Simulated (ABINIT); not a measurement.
# Quasiparticle gap of MgO (Fm-3m) in ABINIT, part 3 of 3

Wanted: ground state, empty states, screening and self-energy for MgO (Fm-3m).

ABINIT 10.8.3; PBE and many-body steps on it, plane waves. Known limits of the many-body steps: not at the basis limit.

So far. Step 4 (Empty states on the mesh, 6×6×6 mesh, 100 bands): On this mesh the gap is 4.895 eV. Step 5 (Screening, 6×6×6 mesh, 92 bands, screening to 217.7 eV): Local fields lower ε∞ by 7 %.

## Step 6: Self-energy, 6×6×6 mesh, 92 bands, screening to 217.7 eV

The self-energy is evaluated for the states that the input lists, and the levels follow from it, in one-shot runs by the linearised quasiparticle equation.

This step: G0W0 on PBE, plane waves, norm-conserving pseudopotentials.

File run.abi:

```
acell 3*1.0 Angstrom
rprim 
  -0.000000000000 2.097001392700 2.097001392700
  2.097001392700 -0.000000000000 2.097001392700
  2.097001392700 2.097001392700 -0.000000000000
ntypat 2
znucl 12 8
natom 2
typat 1 2
xred 
  0.000000000000 0.000000000000 0.000000000000
  0.500000000000 0.500000000000 0.500000000000
pp_dirpath "pseudos"
pseudos "Mg.upf, O.upf"
ecut 38
ngkpt 6 6 6
nshiftk 1
shiftk 0 0 0
kptopt 1
chksymbreak 0
istwfk *1
occopt 1
irdwfk 1
optdriver 4
nband 92
gwcalctyp 0
ecutsigx 38
symsigma 1
nkptgw 1
kptgw 
  0.0000000000 0.0000000000 0.0000000000
bdgw 
  6 12
ecuteps 8
irdscr 1
ppmodel 1
indata_prefix "in"
outdata_prefix "out"
tmpdata_prefix "tmp"
```

The run is started by

```console
$ OMP_NUM_THREADS=1 mpirun -n 8 abinit run.abi > log
```

Numbers of over 12 decimals in the logs are rounded to 6 here.

The program printed:

```text
.Version 10.8.3 of ABINIT. v10.8.2 released Aug 2026.

 Symmetries : space group Fm -3 m (#225); Bravais cF (face-center cubic)
[... echo of the input left out ...]
== DATASET  1 ==================================================================
-   mpi_nproc: 8, omp_nthreads: 1 (-1 if OMP is not activated)

--- !DatasetInfo
iteration_state: {dtset: 1, }
dimensions: {natom: 2, nkpt: 16, mband: 92, nsppol: 1, nspinor: 1, nspden: 1, mpw: 1411, }
cutoff_energies: {ecut:  38.0, pawecutdg:  -1.0, }
electrons: {nelect:   1.60000000E+01, charge:   0.00000000E+00, occopt:   1.00000000E+00, tsmear:   1.00000000E-02, }

 SIGMA: Calculation of the GW corrections

 Based on a program developped by R.W. Godby, V. Olevano, G. Onida, and L. Reining.
 Incorporated in ABINIT by V. Olevano, G.-M. Rignanese, and M. Torrent.
.Using double precision arithmetic ; gwpc =  8

[... cell and pseudopotentials left out ...]
--------------------------------------------------------------------------------

 ==== K-mesh for the wavefunctions ====
 Number of points in the irreducible wedge :    16
[... list of points left out ...]
 Together with 48 symmetry operations and time-reversal symmetry
 yields   216 points in the full Brillouin Zone.

 ==== Q-mesh for screening function ====
 Number of points in the irreducible wedge :    16
[... list of points left out ...]
 Together with 48 symmetry operations and time-reversal symmetry
 yields   216 points in the full Brillouin Zone.

 vcoul_init : cutoff-mode = AUXILIARY_FUNCTION
 q-points for optical limit:   1
     1)      0.000010    0.000020    0.000030
 setmesh: FFT mesh size selected  =    32x   32x   32
          total number of points  =        32768

 Number of electrons calculated from density =   16.0000; Expected =   16.0000
 average of density, n =  0.128557
 r_s =    1.2291
 omega_plasma =   34.5863 [eV]

 === KS Band Gaps ===
  >>>> For spin  1
   Minimum direct gap =   4.8948 [eV], located at k-point      :   0.0000  0.0000  0.0000
   Fundamental gap    =   4.8948 [eV], Top of valence bands at :   0.0000  0.0000  0.0000
                                       Bottom of conduction at :   0.0000  0.0000  0.0000
 SIGMA fundamental parameters:
 PLASMON POLE MODEL  1
 number of plane-waves for SigmaX                 1411
 number of plane-waves for SigmaC and W            137
 number of plane-waves for wavefunctions          1411
 number of bands                                    92
 number of independent spin polarizations            1
 number of spinorial components                      1
 number of k-points in IBZ                          16
 number of q-points in IBZ                          16
 number of symmetry operations                      48
 number of k-points in BZ                          216
 number of q-points in BZ                          216
 number of frequencies for dSigma/dE                 9
 frequency step for dSigma/dE [eV]                0.25
 number of omega for Sigma on real axis              0
 max omega for Sigma on real axis  [eV]           0.00
 zcut for avoiding poles [eV]                     0.10

 EPSILON^-1 parameters (SCR file):
 dimension of the eps^-1 matrix on file            137
 dimension of the eps^-1 matrix used               137
 number of plane-waves for wavefunctions          1411
 number of bands                                    92
 number of q-points in IBZ                          16
 number of frequencies                               2
 number of real frequencies                          1
 number of imag frequencies                          1

 matrix elements of self-energy operator (all in [eV])

 Perturbative Calculation

--- !SelfEnergy_ee
iteration_state: {dtset: 1, }
kpoint     : [   0.000,    0.000,    0.000, ]
spin       : 1
KS_gap     :    4.895
QP_gap     :    7.194
Delta_QP_KS:    2.299
data: !SigmaeeData |
     Band     E0 <VxcDFT>   SigX SigC(E0)      Z dSigC/dE  Sig(E)    E-E0       E
        6   4.841 -20.153 -25.631   3.796   0.808  -0.237 -21.513  -1.360   3.481
        7   4.841 -20.153 -25.631   3.796   0.808  -0.237 -21.513  -1.360   3.481
        8   4.841 -20.153 -25.631   3.796   0.808  -0.237 -21.513  -1.360   3.481
        9   9.736 -13.562  -8.944  -3.519   0.856  -0.169 -12.622   0.940  10.675
       10  20.877  -9.643  -3.728  -4.629   0.861  -0.161  -8.536   1.107  21.984
       11  20.877  -9.643  -3.728  -4.629   0.861  -0.161  -8.536   1.107  21.984
       12  20.877  -9.643  -3.728  -4.629   0.861  -0.161  -8.536   1.107  21.984

== END DATASET(S) ==============================================================
================================================================================

 -outvars: echo values of variables after computation  --------
           etotal      0.0000000000E+00
            nband          92
             nkpt          16
          spgroup         225
 [... the other variables as echoed above ...]

 Calculation completed.
```

The job ended after 5.2 s (8 MPI ranks of Arm Neoverse N1, shared host; peak memory 0.84 GiB).

Numbers from this step:

* G0W0 gap on the points computed: 7.194 eV
* starting gap on the mesh: 4.895 eV
* k of the valence top: 0, 0, 0
* k of the conduction bottom: 0, 0, 0
* Z at the valence top: 0.808
* Z at the conduction bottom: 0.856
* least direct G0W0 gap on the computed points: 7.194 eV

The gap on the mesh goes from 4.89 eV to 7.19 eV, a correction of +2.30 eV.

Limits: finite bands, cutoff and mesh. v1 is the top filled band, c1 the lowest empty one. The levels before and after the correction (eV, zero at the valence-band top of each column):

|  | conduction bottom | valence top |
| --- | --- | --- |
| Kohn-Sham | 4.89 | 0.00 |
| G0W0 | 7.19 | 0.00 |

|  | level | energy (eV) |
| --- | --- | --- |
| Kohn-Sham | Γ v3-v1 | 0.000 |
| Kohn-Sham | Γ c1 | 4.895 |
| Kohn-Sham | Γ c2-c4 | 16.036 |
| G0W0 | Γ v3-v1 | 0.000 |
| G0W0 | Γ c1 | 7.194 |
| G0W0 | Γ c2-c4 | 18.503 |

## Step 7: Where the time went

Times are wall times on 8 MPI ranks of Arm Neoverse N1, shared host, good to a factor of about two.

| step | time | share | memory (GiB) |
| --- | --- | --- | --- |
| ground state | 4.7 s | 5 % | 0.47 |
| bands along the symmetry lines | 4.5 s | 5 % | 0.45 |
| empty states on the mesh | 15 s | 16 % | 1.3 |
| screening | 69 s | 70 % | 1.2 |
| self-energy | 5.2 s | 5 % | 0.84 |

## Step 8: What came out

```json
{
  "PBE gap": "4.89 eV, direct",
  "G0W0 gap on the mesh": "7.19 eV",
  "GW settings": "6×6×6 mesh, 92 bands, screening to 217.7 eV, Godby-Needs plasmon pole",
  "known limits": "not at the basis limit"
}
```

**Reading.** G0W0 moves the gap on the mesh from 4.89 eV to 7.19 eV (+2.30 eV), with Z of 0.81 and 0.86 at the edges. Local fields lower the RPA ε∞ on this mesh from 3.24 to 3.02. Only 1 of the mesh's irreducible points was corrected, so a valley elsewhere could overtake. The dearest step here is «screening». Against experiment, by G0W0@PBE: the gap of 7.19 eV lies −0.64 eV from the measured 7.83 eV (kind not stated, quoted 2009); the direct gap of 7.19 eV lies −0.64 eV from the measured 7.83 eV (direct, quoted 2021). An exciton line or allowed optical edge lies below the quasiparticle gap by the binding energy; a forbidden edge can push the onset above it. The calculation has static nuclei and no excitons; a measured gap holds zero-point and thermal motion, which mostly lowers it. Against the values above the computed gap that would widen the miss. A likelier cause is too strong a screening: the start's gap is only 4.89 eV, and one shot does not repair that. Bands and cutoff are finite, so the gap is not at the basis limit. The miss can reach some tenths of an eV and take either sign; the mesh is an error of its own. In the G0W0 run levels were corrected at 1 k point alone, so a gap called «on the mesh» is the least over those, and an edge elsewhere would be missed.

[Paths, hosts, dates, memory and timing lines, banners, echoed tables and standing remarks are left out of the program output.]

[Logs are printed without paths, hosts, clocks, repeated set-up lines and the standing remarks that a program may print on its own settings, such as how far it seeks lower states.]

[Runs of the session that timed out or met a known fault of the program may be left out.]

[No measured gap is set beside runs whose start may be inverted or whose files or cutoffs have a known fault.]

[Hosts, paths, dates, database ids (printed as entryN), source tags and the programs' standing remarks are cut or masked in the printed files.]

[G0W0 gaps are taken among the corrected bands and points alone; a level outside them can change the order at an edge.]

[Where Ansatz stands beside ABINIT at settings called matched, ABINIT's density can come from a denser mesh and the files from another edition; pairs whose starting gaps differed by over 0.03 eV were left out, so agreement reads better than it is.]
